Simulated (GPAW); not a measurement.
# Geometry or basis: what sets the conductance of a Li chain with two Cu atoms in line, part 3 of 3

How well does a Li chain with two Cu atoms in line conduct once its atoms have relaxed, and how much do cheaper levels lose?

GPAW 26.7.0; GPAW LCAO, PAW setups; relaxation of the junction within the symmetry of its start, lead ends held (the session's first sound run).

So far, transmission at the Fermi level (one spin): step 3 (GPAW, dzp, PBE, GPAW) 0.644; step 4 (basis szp(dzp), PBE, GPAW) 0.524; step 5 (basis sz(dzp), PBE, GPAW) 0.741; step 6 (RPBE) 0.679; step 7 (without the relaxation: geometry = "as built", PBE, GPAW) 0.769. Also open channels of the lead at the Fermi level (one spin): 1 in steps 3, 4, 5 and 7.

## (10) Potential alignment off, k-points along the lead 40, basis szp(dzp)

Without the shift, lead and junction are matched by their Fermi levels alone. The lead's own mesh along the current sets its density and potential; where the lead is aligned to the junction's end layer, a rigid shift drops out. A smaller basis is cheaper in every inversion.

This step: GPAW LCAO, PAW setups; Landauer transmission from Green's functions with principal layers (ASE), zero bias (GPAW 26.7.0).

run.py

```python
import json
import numpy as np
from ase import Atoms
from ase.transport.calculators import TransportCalculator
from gpaw import GPAW, FermiDirac
from gpaw.lcao.tools import get_lcao_hamiltonian
from scipy.linalg import eigh

# The junction with lead layers at both ends, along the third cell vector
device = Atoms(
    ['Li', 'Li', 'Li', 'Li', 'Li', 'Li', 'Cu', 'Cu', 'Li', 'Li', 'Li', 'Li', 'Li', 'Li'],
    positions=[
        [4.50000, 4.50000, 1.47500],
        [4.50000, 4.50000, 4.42500],
        [4.50000, 4.50000, 7.37500],
        [4.50000, 4.50000, 10.32500],
        [4.50000, 4.50000, 13.27500],
        [4.50000, 4.50000, 16.35369],
        [4.50000, 4.50000, 18.73729],
        [4.50000, 4.50000, 21.09711],
        [4.50000, 4.50000, 23.48071],
        [4.50000, 4.50000, 26.55940],
        [4.50000, 4.50000, 29.50940],
        [4.50000, 4.50000, 32.45940],
        [4.50000, 4.50000, 35.40940],
        [4.50000, 4.50000, 38.35940]],
    cell=[[9.0, 0.0, 0.0], [0.0, 9.0, 0.0], [0.0, 0.0, 39.8344]],
    pbc=True)

# One principal layer of the lead: the first 3 atoms of the device
lead = Atoms(
    ['Li', 'Li', 'Li'],
    positions=[
        [4.50000, 4.50000, 1.47500],
        [4.50000, 4.50000, 4.42500],
        [4.50000, 4.50000, 7.37500]],
    cell=[[9.0, 0.0, 0.0], [0.0, 9.0, 0.0], [0.0, 0.0, 8.85]],
    pbc=True)

settings = dict(mode='lcao', basis='szp(dzp)', xc='PBE', h=0.2,
                occupations=FermiDirac(0.1), maxiter=250,
                mixer=dict(beta=0.1, nmaxold=8, weight=100.0),
                convergence=dict(density=0.0001))
energies = np.arange(-2, 2 + 1e-9, 0.025)
eta = 0.0001
n1, n2 = 1, 1
# k and -k transmit alike, so half of the mesh across the current serves
mesh = [(i, j) for i in range(n1) for j in range(n2) if (i, j) <= (-i % n1, -j % n2)]
weights = np.array([1 if (i, j) == (-i % n1, -j % n2) else 2 for i, j in mesh]) / (n1 * n2)


def ground_state(atoms, size, txt):
    atoms.calc = GPAW(kpts={'size': size, 'gamma': True}, symmetry={'tolerance': 1e-3}, txt=txt, **settings)
    atoms.get_potential_energy()
    return atoms.calc.get_fermi_level()


def blocks(atoms, fermi, points, nz, cells):
    """H - E_F S and S between cell 0 and the cells above it, at each point across the current."""
    kz = np.arange(nz) / nz
    calc = atoms.calc.fixed_density(kpts=[(*k, z) for k in points for z in kz], symmetry='off', txt=None)
    H, S = get_lcao_hamiltonian(calc)
    H = (H - fermi * S).reshape(len(H), len(points), nz, *S.shape[1:])
    S = S.reshape(H.shape[1:])
    phases = [np.exp(-2j * np.pi * kz * R) / nz for R in cells]
    return [(np.einsum('skzij,z->ksij', H, p), np.einsum('kzij,z->kij', S, p)) for p in phases]


def pair(a, b):
    return np.block([[a, b], [b.T.conj(), a]])


def count_channels(h, s, cells, nk=240):
    """Half the number of times that the lead's bands cross each energy, unfolded to its shortest repeat."""
    b = len(h) // cells
    bands = []
    for k in (np.arange(nk + 1) + 0.5) / nk:
        hk, sk = h[:b, :b].copy(), s[:b, :b].copy()
        for R in range(1, cells):
            phase, block = np.exp(2j * np.pi * k * R), slice(R * b, (R + 1) * b)
            hk += h[:b, block] * phase + (h[:b, block] * phase).T.conj()
            sk += s[:b, block] * phase + (s[:b, block] * phase).T.conj()
        w, u = eigh(sk)
        x = u[:, w > 1e-5] / w[w > 1e-5]**0.5  # drop near-dependent combinations
        bands.append(np.r_[eigh(x.T.conj() @ hk @ x, eigvals_only=True), [1e9] * (w <= 1e-5).sum()])
    below = np.array(bands)[:, :, None] < energies
    return (below[1:] != below[:-1]).sum((0, 1)) / 2


fermi_lead = ground_state(lead, (1, 1, 40), 'lead.txt')
fermi_device = ground_state(device, (1, 1, 2), 'device.txt')
T, channels, eigen, tail, misfit, shifts = [], [], [], 0.0, 0.0, []
for first in range(0, len(mesh), 566):
    points = [(i / n1, j / n2) for i, j in mesh[first:first + 566]]
    (H0k, S0k), (H1k, S1k), (H2k, _) = blocks(lead, fermi_lead, points, 5, range(3))
    [(Hk, Sk)] = blocks(device, fermi_device, points, 2, [0])
    tail = max(tail, abs(H2k).max())
    for H0, S0, H1, S1, H, S in zip(H0k, S0k, H1k, S1k, Hk, Sk):
        n = len(S0)
        # Lead and device are aligned by their Fermi levels alone
        shift = 0.0
        shifts.append(shift)
        misfit = max(misfit, abs(H[:, :n, :n] - H0 - shift * S0).max())
        Tk, Ck, Ek = [], [], []
        for s in range(len(H)):
            t = s % len(H0)  # a lead without moments serves both spins
            h1, s1 = pair(H0[t] + shift * S0, H1[t] + shift * S1), pair(S0, S1)
            leads = dict(h1=h1, s1=s1, energies=energies, eta=eta, eta1=eta, eta2=eta)
            calc = TransportCalculator(h=H[s], s=S, eigenchannels=3, **leads)
            Tk.append(calc.get_transmission())
            Ek.append(np.sort(calc.eigenchannels_ne, axis=0)[::-1])
            Ck.append(count_channels(h1, s1, 6))
        T.append(Tk)
        channels.append(Ck)
        eigen.append(Ek)
T, channels = np.array(T), np.array(channels)
mean, open_channels = np.einsum('kse,k->se', T, weights), np.einsum('kse,k->se', channels, weights)

print(f'basis functions: device {len(S)}, principal layer {n}')
print(f'Fermi level: lead {fermi_lead:.4f} eV, device {fermi_device:.4f} eV; lead shifted by {np.mean(shifts):.4f} eV')
print(f'largest coupling past the next layer {tail:.2e} eV, largest misfit of the first layer {misfit:.3f} eV')
print('  E-E_F (eV)   ' + 'T (one spin)  channels')
for e, t, c in zip(energies, mean.T, open_channels.T):
    print(f'{e:10.3f}  ', *[f'{x:11.4e}' for x in t], *[f'{x:9.4f}' for x in c])

kT = 8.617333e-5 * 300
fine = np.linspace(energies[0], energies[-1], 4001)
both = np.exp(np.interp(fine, energies, np.log(np.maximum(mean.sum(0) * 2 / len(mean), 1e-30))))
fermi = lambda mu: 1 / (1 + np.exp(np.clip((fine - mu) / kT, -200, 200)))
slope = fermi(0) * (1 - fermi(0)) / kT
G = np.trapezoid(both * slope, fine) / 2
seebeck = -np.trapezoid(both * slope * fine, fine) / (2 * G * 300) * 1e6
print(f'conductance at 300 K: {G:.5g} G0 a cell; thermopower {seebeck:.4g} uV/K')
bias = [0.1, 0.2, 0.5, 1.0, 1.5, 2.0]
current = [38.74 * np.trapezoid(both * (fermi(V / 2) - fermi(-V / 2)), fine) for V in bias]
for V, I in zip(bias, current):
    print(f'current from the zero-bias T(E) at {V} V: {I:.5g} uA')
zero = abs(energies).argmin()
json.dump(dict(energies=energies.tolist(), T=mean.tolist(), channels=open_channels.tolist(), G=G, seebeck=seebeck,
               bias=bias, current=current, tail=tail, misfit=misfit, shift=np.mean(shifts), n_device=len(S), n_lead=n,
               fermi=[fermi_lead, fermi_device], energy=device.get_potential_energy(),
               moments=device.get_magnetic_moments().tolist(), mesh=mesh, weights=weights.tolist(),
               T_k=T[:, :, zero].tolist(), eigen=np.array(eigen[0]).tolist()), open('result.json', 'w'))
```

Command:

```console
$ OMP_NUM_THREADS=1 OPENBLAS_NUM_THREADS=1 python run.py
```

The program printed:

```text
basis functions: device 66, principal layer 12
Fermi level: lead -2.8434 eV, device -2.9062 eV; lead shifted by 0.0000 eV
largest coupling past the next layer 1.26e-08 eV, largest misfit of the first layer 0.009 eV
  E-E_F (eV)   T (one spin)  channels
    -2.000    1.6046e-23    0.0000
    -1.975    1.5496e-23    0.0000
    -1.950    1.4958e-23    0.0000
    -1.925    1.4428e-23    0.0000
    -1.900    1.3908e-23    0.0000
    -1.875    1.3397e-23    0.0000
    -1.850    1.2892e-23    0.0000
    -1.825    1.2395e-23    0.0000
    -1.800    1.1904e-23    0.0000
    -1.775    1.1418e-23    0.0000
    -1.750    1.0937e-23    0.0000
    -1.725    1.0460e-23    0.0000
    -1.700    9.9859e-24    0.0000
    -1.675    9.5146e-24    0.0000
    -1.650    9.0450e-24    0.0000
    -1.625    8.5766e-24    0.0000
[...]
1.825    3.3315e-01    1.0000
     1.850    3.2512e-01    1.0000
     1.875    3.1636e-01    1.0000
     1.900    3.0684e-01    1.0000
     1.925    2.9650e-01    1.0000
     1.950    2.8527e-01    1.0000
     1.975    2.7311e-01    1.0000
     2.000    2.5993e-01    1.0000
conductance at 300 K: 0.52474 G0 a cell; thermopower 11.06 uV/K
current from the zero-bias T(E) at 0.1 V: 4.0686 uA
current from the zero-bias T(E) at 0.2 V: 8.1554 uA
current from the zero-bias T(E) at 0.5 V: 20.79 uA
current from the zero-bias T(E) at 1.0 V: 40.617 uA
current from the zero-bias T(E) at 1.5 V: 59.431 uA
current from the zero-bias T(E) at 2.0 V: 66.707 uA
```

It took 56 s on 1 thread of Intel Xeon Platinum 8375C at 2.90GHz (Ice Lake), shared host; peak memory 1.1 GiB.

This step gave:

| Property | Result |
| --- | --- |
| conductance | 0.5247 G₀ |
| thermopower | 11.06 μV/K |
| largest coupling past the next principal layer | 1.26e-8 eV |
| largest misfit of the first principal layer | 0.008985 eV |
| shift that aligns the lead | 0 eV |
| basis functions of the junction | 66 |
| basis functions of a principal layer | 12 |
| transmission at the Fermi level (one spin) | 0.5238 |

One spin. The transmission, zone mean by energy, zero at the Fermi level:

energy (eV), transmission, zone mean and a bar:
```
   -2.000      0.000 
   -1.900      0.000 
   -1.800      0.000 
   -1.700      0.000 
   -1.600      0.000 
   -1.500      0.000 
   -1.400      0.000 
   -1.300      0.000 
   -1.200      0.000 
   -1.100      0.000 
   -1.000      0.000 
   -0.900      0.000 
   -0.800      0.000 
   -0.700      0.234 #######
   -0.600      0.971 #############################
   -0.575      0.992 ##############################
   -0.500      0.818 #########################
   -0.400      0.185 ######
   -0.350      0.992 ##############################
   -0.300      0.839 #########################
   -0.200      0.695 #####################
   -0.100      0.607 ##################
    0.000      0.524 ################
    0.100      0.449 ##############
    0.200      0.394 ############
    0.300      0.360 ###########
    0.400      0.344 ##########
    0.500      0.341 ##########
    0.600      0.346 ##########
    0.700      0.352 ###########
    0.800      0.360 ###########
    0.900      0.367 ###########
    1.000      0.374 ###########
    1.100      0.380 ###########
    1.200      0.385 ############
    1.300      0.389 ############
    1.400      0.390 ############
    1.500      0.387 ############
    1.600      0.379 ###########
    1.700      0.364 ###########
    1.800      0.340 ##########
    1.900      0.307 #########
    2.000      0.260 ########
```

Crossings of the lead's bands, unfolded to its shortest repeat. Open channels, zone mean against energy, zero at the Fermi level:

energy (eV), open channels, zone mean and a bar:
```
   -0.800       0.00 
   -0.600       1.00 ##############################
   -0.400       1.00 ##############################
   -0.200       1.00 ##############################
    0.000       1.00 ##############################
    0.200       1.00 ##############################
    0.400       1.00 ##############################
    0.600       1.00 ##############################
    0.800       1.00 ##############################
    1.000       1.00 ##############################
    1.200       1.00 ##############################
    1.400       1.00 ##############################
    1.600       1.00 ##############################
    1.800       1.00 ##############################
    2.000       1.00 ##############################
```

Not self-consistent under bias; the bias window is split evenly. Table of current through one cell, from the zero-bias transmission by bias:

```csv
bias (V),"current through one cell, from the zero-bias transmission (μA)"
0.100,4.07
0.200,8.16
0.500,20.8
1.000,40.6
1.500,59.4
2.000,66.7
```

Table of transmission of the three most open eigenchannels by energy, zero at the Fermi level:

```csv
energy (eV),channel 1,channel 2 = channel 3
-0.800,2.1e-11,0
-0.600,0.971,0
-0.400,0.185,0
-0.200,0.695,0
0.000,0.524,0
0.200,0.394,0
0.400,0.344,0
0.600,0.346,0
0.800,0.360,0
1.000,0.374,0
1.200,0.385,0
1.400,0.390,0
1.600,0.379,0
1.800,0.340,0
2.000,0.260,0
```

The conductance, 0.525 G₀, lies 19 % below that of the dzp run.

## (11) Outcome

| Quantity | Value |
| --- | --- |
| conductance | 0.645 G₀ |
| transmission at the Fermi level, mean of the spins | 0.644 |
| thermopower | 11.2 μV/K |
| open channels of the lead there | 1 |

In words: In the dzp basis the junction conducts 0.645 G₀ at 300 K, with T = 0.644 a spin at the Fermi level; no smaller basis tried comes within 10 % of that conductance. Relaxation moved atoms by up to 0.13 Å and took the conductance from 0.769 to 0.645 G₀, as a ratio about as much as the step from dzp to the minimal basis. The scatterer reflects about 36 % of the incoming channels at the Fermi level. At the Fermi level one eigenchannel carries the current (0.64). The positive thermopower says that the thermally weighted transmission is larger below the Fermi level, as for hole-like transport. Measured against the first run (dzp), the nearest curve is that of dzp-RPBE (r.m.s. 0.015) and the farthest that of sz (0.40). Over the compared runs wall time goes from 46 s (dzp) to 55 s (szp), on a shared host. The leads kept an estimated spacing and the cell its length, so the junction may be under some tension or compression. The geometry comes from the orbital basis, which tends to overbind, and kept the symmetry of the start, so a structure of lower symmetry may lie lower. An evenly spaced straight chain is an idealisation: free chains tend to dimerise, zigzag or, where a band edge lies near the Fermi level, turn magnetic. The currents use the zero-bias T(E) throughout, which holds only while the bias is small against the distance to the nearest feature.

[Logs are printed without paths, hosts, clocks, repeated set-up lines and the standing remarks that a program may print on its own settings, such as how far it seeks lower states.]

[Hosts, paths, dates, database ids (printed as entryN), source tags and the programs' standing remarks are cut or masked in the printed files.]
